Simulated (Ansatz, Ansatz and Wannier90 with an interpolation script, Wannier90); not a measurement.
An input for Ansatz 0.2.0 (MgO (Fm-3m)):

```yaml
crystal:
  lattice:
    - [0.0, 2.13515, 2.13515]
    - [2.13515, 0.0, 2.13515]
    - [2.13515, 2.13515, 0.0]
  atoms:
    - { symbol: Mg, position: [0.0, 0.0, 0.0] }
    - { symbol: O, position: [0.5, 0.5, 0.5] }
kpoints:
  mp_grid: { grid: [10, 10, 10] }
hamiltonian:
  xc: lda
scf:
  occupations: { method: fixed }
gw:
  n_empty_bands: 89
  ecut_chi: 160.0
  qp_bands: [v3, c1]
  screening: { model: contour_deformation }
```

The database entry behind the starting cell lists a temperature of 1305 K, so it need not match the best structure at ambient conditions.

```sh
ansatz run input.yaml --threads 12 --pin off --max-ram 22118MiB --backend cpu --events-out ev --progress --plain --runs-dir out
```

Question: How long will it take on 12 threads of Arm Neoverse N1, shared host, and how much memory?

It took 3.7 min; on shared hardware allow 1.9 min to 7.4 min. Peak host memory was 0.41 GiB. The sizes that set the cost: 339 plane waves a state, 47 irreducible k points, 97 bands summed, 89 plane waves in the screening and 6 SCF cycles.

The screening grows as filled bands × empty bands × pairs of k points, times the square of the screening basis for the matrix.

[Paths, hosts, dates, memory and timing lines, banners, echoed tables and standing remarks are left out of the program output.]

[Logs are printed without paths, hosts, clocks, repeated set-up lines and the standing remarks that a program may print on its own settings, such as how far it seeks lower states.]

[Runs of the session that timed out or met a known fault of the program may be left out.]

[Hosts, paths, dates, database ids (printed as entryN), source tags and the programs' standing remarks are cut or masked in the printed files.]
